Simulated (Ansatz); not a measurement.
# Y (model cell, started as body-centred cubic): a soft mode frozen in, part 2 of 3

Wanted: the energy along a soft mode of Y (model cell, started as body-centred cubic) and the structure at the end.

Ansatz 0.2.0; DFT PBE, scalar-relativistic, plane waves, PAW; PAW set soft_1.

So far, highest frequency on the path or at a solved wavevector (cm⁻¹): step 2 (response at finite wavevector) 138. Also lowest frequency on the path (cm⁻¹): step 2 -68.1.

This is not the structure that Y takes at ambient pressure and room temperature (hexagonal, No. 194); it is a model or a phase of other conditions.

### 6. Relaxation from the frozen mode

Starting from the lowest point found, all atoms and the cell are let go, so that strain and other modes of the same symmetry can join in.

Input file input.yaml:

```yaml
crystal:
  lattice:
    - [-2.0199948569, 2.0199948569, 2.0199948569]
    - [0.0, -4.0399897138, 4.0399897138]
    - [6.0599845707, 2.0199948569, 2.0199948569]
  atoms:
    - { symbol: "Y", position: [-0.057643555, 0.0, 0.0088869399] }
    - { symbol: "Y", position: [0.807643555, 0.5, 0.2411130601] }
    - { symbol: "Y", position: [0.557643555, 0.0, 0.4911130601] }
    - { symbol: "Y", position: [0.192356445, 0.5, 0.7588869399] }
kpoints:
  mp_grid: { grid: [12, 8, 6] }
hamiltonian:
  xc: pbe
  pseudopotentials: { kind: paw, azcp: { folder: soft_1 } }
scf:
  occupations: { method: methfessel_paxton, width: 0.2 }
output:
  forces: true
  stress: true
  eigenvalues: true
  write_density: true
  write_potential: true
  elf: true
  volumetric_format: npy
relax:
  adjacent_minimum: "off"
  f_tol: 0.002
  max_steps: 120
  cell: { stress_tol: 0.03 }
```

Started as:

```bash
ansatz run input.yaml --threads 8 --pin off --max-ram 16384MiB --backend cpu --events-out ev --progress --plain --runs-dir out
```

Numbers of over 12 decimals in the logs are rounded to 6 here.

The log of the run:

```text
[...]
Crystal: 4 atoms, lattice volume = 131.878 Å³
Basis set: ecut = 420 eV, 2565 PW (Γ), exchange–correlation on 48×80×90 points (8 copies of the dense FFT grid, shifted against one another)
Bands: 27, of which v1, the nominal top of the filled ones, is band 22 counted from 1 (21 counted from 0)
Symmetry: 4 space group operations
[...]
k-points: 190 of 576
[...]
SCF iter   1: F=—  HF=-15394.470756 eV  |F-HF|=—  |Δ(HF+E_count)|=         —  Δρ=1.60e-2  dr2=8.03e-1  ethr=3.10e-3  ⟨swp⟩=4.7  Hψ=20526  notcnv=0
[...]
SCF iter   7: F=-15394.309908 eV  HF=-15394.309908 eV  |F-HF|=1.95e-9  |Δ(HF+E_count)|=  9.82e-11  S|Δr|=    0.00e0  Δρ=2.64e-6  dr2=1.27e-8  ethr=2.27e-10  ⟨swp⟩=9.8  Hψ=33392  notcnv=0
SCF 1 converged in 7 iterations: F = -15394.309908 eV  dr2 = 1.27e-8
[...]
relax step   1: F+E_penalty+E_count = -15394.30990820 eV  Δ(F+E_penalty+E_count) = +0.000e0 eV  max|allowed force component| = 1.771e-1 eV/Å  Δτ_max = 0.0000 Å  P = -0.145 GPa  Ω = 131.878 Å³  (7 SCF iters, dr2 threshold 1.00e-7 eV, accepted)
Crystal: 4 atoms, lattice volume = 131.726 Å³
Basis set: ecut = 420 eV, 2553 PW (Γ), exchange–correlation on 48×80×90 points (8 copies of the dense FFT grid, shifted against one another)
[...]
iter 1 solved again at ethr=3.57e-5 eV; its pass at ethr=3.10e-3 eV (dr2=1.57e-2 eV) is discarded
[...]
SCF iter   6: F=-15394.448737 eV  HF=-15394.448737 eV  |F-HF|=1.51e-9  |Δ(HF+E_count)|=   4.25e-8  S|Δr|=    0.00e0  Δρ=4.30e-6  dr2=2.41e-8  ethr=9.09e-10  ⟨swp⟩=9.6  Hψ=34681  notcnv=0
SCF 2 converged in 6 iterations: F = -15394.448737 eV  dr2 = 2.41e-8
relax step   2: F+E_penalty+E_count = -15394.44873684 eV  Δ(F+E_penalty+E_count) = -1.388e-1 eV  max|allowed force component| = 2.230e-1 eV/Å  Δτ_max = 0.1523 Å  P = -0.364 GPa  Ω = 131.726 Å³  energy of the carried Pulay correction = +4.683e-6 eV  (6 SCF iters, dr2 threshold 4.00e-7 eV, accepted)
Crystal: 4 atoms, lattice volume = 131.351 Å³
Basis set: ecut = 420 eV, 2545 PW (Γ), exchange–correlation on 48×80×90 points (8 copies of the dense FFT grid, shifted against one another)
[...]
SCF iter   6: F=-15394.542558 eV  HF=-15394.542558 eV  |F-HF|=5.27e-9  |Δ(HF+E_count)|=   8.07e-8  S|Δr|=    0.00e0  Δρ=3.45e-6  dr2=1.22e-8  ethr=8.03e-10  ⟨swp⟩=5.9  Hψ=32855  notcnv=0
SCF 3 converged in 6 iterations: F = -15394.542558 eV  dr2 = 1.22e-8
relax step   3: F+E_penalty+E_count = -15394.54255834 eV  Δ(F+E_penalty+E_count) = -9.382e-2 eV  max|allowed force component| = 3.162e-1 eV/Å  Δτ_max = 0.1951 Å  P = -0.325 GPa  Ω = 131.351 Å³  energy of the carried Pulay correction = +1.631e-5 eV  (6 SCF iters, dr2 threshold 4.00e-7 eV, accepted)
[...]
relax step   4: F+E_penalty+E_count = -15394.58542525 eV  Δ(F+E_penalty+E_count) = -4.287e-2 eV  max|allowed force component| = 9.743e-2 eV/Å  Δτ_max = 0.1147 Å  P = +0.426 GPa  Ω = 128.846 Å³  energy of the carried Pulay correction = +9.539e-5 eV  (5 SCF iters, dr2 threshold 4.00e-7 eV, accepted)
[...]
relax step   5: F+E_penalty+E_count = -15394.59446628 eV  Δ(F+E_penalty+E_count) = -9.041e-3 eV  max|allowed force component| = 1.792e-2 eV/Å  Δτ_max = 0.0360 Å  P = -0.179 GPa  Ω = 131.023 Å³  energy of the carried Pulay correction = +2.652e-5 eV  (5 SCF iters, dr2 threshold 4.00e-7 eV, accepted)
[...]
relax step   6: F+E_penalty+E_count = -15394.59554195 eV  Δ(F+E_penalty+E_count) = -1.076e-3 eV  max|allowed force component| = 5.785e-3 eV/Å  Δτ_max = 0.0157 Å  P = -0.001 GPa  Ω = 130.425 Å³  energy of the carried Pulay correction = +4.525e-5 eV  (5 SCF iters, dr2 threshold 1.69e-7 eV, accepted)
[...]
relax step   7: F+E_penalty+E_count = -15394.59563459 eV  Δ(F+E_penalty+E_count) = -9.264e-5 eV  max|allowed force component| = 8.991e-4 eV/Å  Δτ_max = 0.0052 Å  P = +0.001 GPa  Ω = 130.434 Å³  energy of the carried Pulay correction = +4.495e-5 eV  (5 SCF iters, dr2 threshold 3.92e-9 eV, accepted)
Basis set: ecut = 420 eV, 2529 PW (Γ), exchange–correlation on 48×80×96 points (8 copies of the dense FFT grid, shifted against one another)
[...]
SCF iter   4: F=-15394.595593 eV  HF=-15394.595593 eV  |F-HF|=5.46e-12  |Δ(HF+E_count)|=  8.73e-11  S|Δr|=    0.00e0  Δρ=6.90e-8  dr2=5.54e-12  ethr=1.00e-12  ⟨swp⟩=5.9  Hψ=21179  notcnv=0
SCF 8 converged in 4 iterations: F = -15394.595593 eV  dr2 = 5.54e-12
relax step   8: F+E_penalty+E_count = -15394.59559265 eV  Δ(F+E_penalty+E_count) = +4.194e-5 eV  max|allowed force component| = 9.148e-4 eV/Å  Δτ_max = 0.0000 Å  P = +0.000 GPa  Ω = 130.434 Å³  stress off target by 5.56e-3 GPa  SCF on the basis re-selected at this cell (its energy is not comparable with the rows above)  (4 SCF iters)
basis re-selected at this cell: Δ(F+E_penalty+E_count) = +4.194e-5 eV, ΔP = -0.000 GPa vs the last step (what re-selecting the basis moved, of the pressure what is left beyond the Pulay correction that the steps carried, after the strain that the cell walked since its last selection, with what the two solves' SCF thresholds leave and, on support functions, any second-order correction that the steps lacked; it is no measure of the basis error at this ecutwfc). The dense FFT grid was sized anew with the basis: this SCF ran on 24×40×48 points, the steps before it on 24×40×45, so part of this shift can come from that change (see relax.cell in the input reference). [rest of the remark cut]
SCF converged after 4 iterations
[...]
Free energy (F): -15394.595593 eV
[...]
Internal energy: -15394.586887 eV  (E = F + TS)
E sigma→0 (E₀):  -15394.593416 eV
Entropy (-TS):   -0.008706 eV (-2.176 meV/atom)
Fermi energy:    9.408312 eV
[...]
--- Forces (eV/Å), atoms counted from 1 ---
  atom   1  Y      0.00032550    -0.00079696    -0.00079696
  atom   2  Y     -0.00032550     0.00079696     0.00079696
  atom   3  Y     -0.00091484     0.00040231     0.00040231
  atom   4  Y      0.00091484    -0.00040231    -0.00040231
  max |Σ_I F_I| component: 2.17e-19 eV/Å
--- Stress (GPa, compression-positive) ---
        0.004780      -0.001251      -0.001251
       -0.001251      -0.001794       0.003322
       -0.001251       0.003322      -0.001794
  P = ⅓ Tr σ = 0.0004 GPa (0.004 kbar)
--- Band table (eV; the first three rows and the last of 190) ---
  k-point 0: bands = [... 18 lower, 8.0468, 8.3116, 9.1417, 9.4177, 9.7583, 9.9467, 10.5910, 11.0229, ... 1 higher]
  k-point 1: bands = [... 18 lower, 7.7987, 8.6091, 9.2182, 9.3965, 9.9284, 10.0376, 10.4610, 10.8640, ... 1 higher]
  k-point 2: bands = [... 18 lower, 8.1265, 8.6327, 9.3883, 9.4363, 9.9883, 10.1415, 10.3017, 10.8204, ... 1 higher]
  k-point 189: bands = [... 18 lower, 8.5180, 8.5180, 9.1801, 9.1801, 9.5446, 9.5446, 10.5866, 10.5866, ... 1 higher]
--- Relaxed structure (7 steps of the walk, 7 accepted, 1 SCFs on fresh bases) ---
  F+E_penalty+E_count = -15394.59559265 eV   max|allowed force component| = 9.148e-4 eV/Å   (the final SCF, on the basis selected at the relaxed cell)
  cell:  # Å, volume = 130.4343 Å³
    - [-2.177700, 1.985378, 1.985378]
    - [-6.938893903907228e-18, -3.930757, 3.930757]
    - [6.304512, 1.871084, 1.871084]
  atoms:
    - { symbol: Y, position: [-0.189453, -6.938893903907228e-18, -0.00429611] }
    - { symbol: Y, position: [0.939453, 0.5, 0.254296] }
    - { symbol: Y, position: [0.548742, 0.0, 0.473003] }
    - { symbol: Y, position: [0.201258, 0.5, 0.776997] }
```

Run time: 47 s. Hardware: 8 threads of Arm Neoverse V1, shared host; peak memory 0.88 GiB.

The steps of the relaxation:

```csv
step,energy less that of the first step (eV),largest force component (eV/Å),pressure (GPa),volume (Å³)
1,0.0000,0.1771,-0.15,131.88
2,-0.1388,0.2230,-0.36,131.73
3,-0.2326,0.3162,-0.32,131.35
4,-0.2755,0.0974,0.43,128.85
5,-0.2846,0.0179,-0.18,131.02
6,-0.2856,0.0058,0.00,130.42
7,-0.2857,0.0009,0.00,130.43
8*,-0.2857,0.0009,0.00,130.43
```

Relaxation steps marked * repeat the geometry before them on a plane-wave basis chosen anew for their cell, so energy and pressure can jump there.

Forces are held to the 4 operations that the run works with; a distortion that breaks them can't arise in this run.

```csv
cell as run,before,after,change
a (Å),3.499,3.553,+1.6 %
b (Å),5.713,5.559,-2.7 %
c (Å),6.700,6.837,+2.1 %
β (°),100.02,105.03,+5.0 %
volume (Å³/atom),32.97,32.61,-1.1 %
```

The atoms that moved most (Å, as changes of fractional coordinates times the final cell):

```csv
atom,dx,dy,dz,length
Y1,0.204,-0.286,-0.286,0.453
Y2,-0.204,0.286,0.286,0.453
Y4,0.095,0.052,0.052,0.120
Y3,-0.095,-0.052,-0.052,0.120
```

The relaxed structure:

```xyz
4
Lattice="-2.1777 1.9854 1.9854 0.0000 -3.9308 3.9308 6.3045 1.8711 1.8711" Properties=species:S:1:pos:R:3 pbc="T T T"
Y     0.3855   -0.3842   -0.3842
Y    -0.4426    0.3756    4.3064
Y     1.7871    1.9745    1.9745
Y     4.4603   -0.1120    3.8188
```

This step gave:

| Quantity | Value |
| --- | --- |
| pressure | 3.97e-4 GPa |
| volume per atom | 32.61 Å³ |

ELF in the bc plane of the conventional cell at fractional x = 0.000, with atoms of Y within 0.2 Å of it. It is the smooth field of the valence electrons, not physical close to the nuclei.

Values, 8 rows by 16 columns, each cell a mean:
```
0.68 0.25 0.43 0.36 0.28 0.30 0.39 0.42 0.20 0.53 0.56 0.48 0.46 0.38 0.37 0.60
0.41 0.31 0.75 0.75 0.19 0.22 0.75 0.76 0.33 0.62 0.36 0.26 0.61 0.65 0.28 0.28
0.46 0.28 0.77 0.72 0.19 0.21 0.73 0.76 0.30 0.63 0.41 0.30 0.60 0.63 0.30 0.34
0.72 0.29 0.28 0.25 0.34 0.38 0.30 0.28 0.17 0.43 0.55 0.51 0.36 0.27 0.35 0.66
0.65 0.40 0.37 0.44 0.48 0.54 0.57 0.25 0.35 0.45 0.27 0.33 0.30 0.47 0.22 0.61
0.34 0.23 0.59 0.66 0.31 0.30 0.63 0.31 0.75 0.75 0.32 0.14 0.68 0.74 0.43 0.35
0.40 0.27 0.58 0.65 0.34 0.35 0.64 0.30 0.72 0.76 0.29 0.16 0.64 0.77 0.39 0.40
0.71 0.41 0.27 0.33 0.49 0.56 0.47 0.21 0.23 0.32 0.33 0.40 0.22 0.30 0.22 0.67
```
Columns run along b (13.2 Å), rows up along c (5.6 Å), edges of the conventional cell, whose origin can differ from the input's. Atoms in or near the plane, at fractional coordinates: Y at (0.44, 0.75), Y at (0.56, 0.25), Y at (0.17, 0.75), Y at (0.83, 0.25).

Valence density in the bc plane of the conventional cell at fractional x = 0.000, with atoms of Y within 0.2 Å of it. It is the smooth field of the valence electrons, not physical close to the nuclei.

Values in e/Å³, 8 rows by 16 columns, each cell a mean:
```
0.1 0.1 0.7 0.5 0.1 0.1 0.6 0.7 0.1 0.1 0.1 0.1 0.1 0.1 0.1 0.1
0.1 0.4 2.8 2.3 0.2 0.2 2.4 2.7 0.4 0.1 0.1 0.1 0.1 0.1 0.1 0.1
0.1 0.3 2.4 1.9 0.2 0.2 2.1 2.4 0.3 0.1 0.1 0.1 0.1 0.1 0.1 0.1
0.1 0.1 0.4 0.3 0.1 0.1 0.3 0.4 0.1 0.1 0.1 0.1 0.1 0.1 0.1 0.1
0.1 0.1 0.1 0.1 0.1 0.1 0.1 0.1 0.5 0.7 0.2 0.1 0.4 0.8 0.2 0.1
0.1 0.1 0.1 0.1 0.1 0.1 0.1 0.2 2.3 2.8 0.4 0.1 1.8 3.0 0.8 0.1
0.1 0.1 0.1 0.1 0.1 0.1 0.1 0.2 1.9 2.5 0.4 0.1 1.4 2.7 0.6 0.1
0.1 0.1 0.1 0.1 0.1 0.1 0.1 0.1 0.3 0.4 0.1 0.1 0.2 0.4 0.1 0.1
```
Columns run along b (13.2 Å), rows up along c (5.6 Å), edges of the conventional cell, whose origin can differ from the input's. Atoms in or near the plane, at fractional coordinates: Y at (0.44, 0.75), Y at (0.56, 0.25), Y at (0.17, 0.75), Y at (0.83, 0.25).

Electrostatic potential energy in the bc plane of the conventional cell at fractional x = 0.000, with atoms of Y within 0.2 Å of it. With pseudopotentials it is smooth inside the atoms' cores, unlike the true potential.

Values in eV, 8 rows by 16 columns, each cell a mean:
```
 13   8  -8  -4   9   9  -5  -8   7  11  11  12  12  11  11  12
 11  -1 -41 -35   4   3 -36 -40   1  12  10  10  13  13  10  10
 12   1 -37 -30   5   4 -31 -36   2  12  11  11  13  12  10  10
 13   9  -1   2  10  10   2   0   7  10  11  12  11  10  11  12
 12  11  11  12  12  11  11   8  -4  -8   7  10  -1 -10   5  12
 10  10  12  13  11  10  12   6 -34 -42  -2   6 -27 -44  -9  11
 11  10  12  13  11  10  12   7 -29 -37   0   7 -22 -40  -6  11
 13  11  10  11  12  11  10   8   1   0   9  11   4  -2   8  13
```
Columns run along b (13.2 Å; values clipped at the 3rd and 97th percentile), rows up along c (5.6 Å), edges of the conventional cell, whose origin can differ from the input's. Atoms in or near the plane, at fractional coordinates: Y at (0.44, 0.75), Y at (0.56, 0.25), Y at (0.17, 0.75), Y at (0.83, 0.25).

The distorted start has space group P2_1/m; the relaxation ends in Cmcm.

### 7. The new phase in its own primitive cell

The relaxed structure is symmetrised, reduced to its primitive cell and relaxed tightly, as its phonons need.

Input file input.yaml:

```yaml
crystal:
  lattice:
    - [1.7766424097, -6.6034482095, 0.0]
    - [1.7766424097, 6.6034482095, 0.0]
    - [0.0, 0.0, 5.5589301699]
  atoms:
    - { symbol: "Y", position: [0.5648431258, 0.4351568742, 0.75] }
    - { symbol: "Y", position: [0.4351568742, 0.5648431258, 0.25] }
    - { symbol: "Y", position: [0.8261934282, 0.1738065718, 0.75] }
    - { symbol: "Y", position: [0.1738065718, 0.8261934282, 0.25] }
kpoints:
  mp_grid: { grid: [12, 12, 8] }
hamiltonian:
  xc: pbe
  pseudopotentials: { kind: paw, azcp: { folder: soft_1 } }
scf:
  occupations: { method: methfessel_paxton, width: 0.2 }
output:
  forces: true
  stress: true
  eigenvalues: true
relax:
  adjacent_minimum: "off"
  f_tol: 0.001
  max_steps: 60
  cell: { stress_tol: 0.01 }
```

The log of the run:

```text
[...]
Crystal: 4 atoms, lattice volume = 130.434 Å³
Basis set: ecut = 420 eV, 2529 PW (Γ), exchange–correlation on 96×96×80 points (8 copies of the dense FFT grid, shifted against one another)
Bands: 27, of which v1, the nominal top of the filled ones, is band 22 counted from 1 (21 counted from 0)
Symmetry: 8 space group operations
[...]
k-points: 215 of 1152
[...]
--- Relaxed structure (3 steps of the walk, 3 accepted, 1 SCFs on fresh bases) ---
[...]
cell:  # Å, volume = 130.4559 Å³
    - [1.776540, -6.605665, 0.0]
    - [1.776540, 6.605665, 0.0]
    - [0.0, 0.0, 5.558302]
  atoms:
    - { symbol: Y, position: [0.564652, 0.435348, 0.75] }
    - { symbol: Y, position: [0.435348, 0.564652, 0.25] }
    - { symbol: Y, position: [0.826036, 0.173964, 0.75] }
    - { symbol: Y, position: [0.173964, 0.826036, 0.25] }
[key lines of the parts left out:]
SCF converged after 4 iterations
Free energy (F): -15394.595601 eV
Fermi energy:    9.405679 eV
P = ⅓ Tr σ = -0.0014 GPa (-0.014 kbar)
```

Wall time 20 s (8 threads); peak memory 0.96 GiB.

Little changed from the start: no atom moved by 0.005 Å and no cell edge by 0.1 %.

This step gave:

| Item | Value |
| --- | --- |
| pressure | -0.001386 GPa |

The largest force component left is 0.50 meV/Å and the pressure is -0.001 GPa, within the tolerances set. The cell now holds 32.61 Å³/atom.

(Continued in part 3 of 3.)

[Logs are printed without paths, hosts, clocks, repeated set-up lines and the standing remarks that a program may print on its own settings, such as how far it seeks lower states.]

[Hosts, paths, dates, database ids (printed as entryN), source tags and the programs' standing remarks are cut or masked in the printed files.]
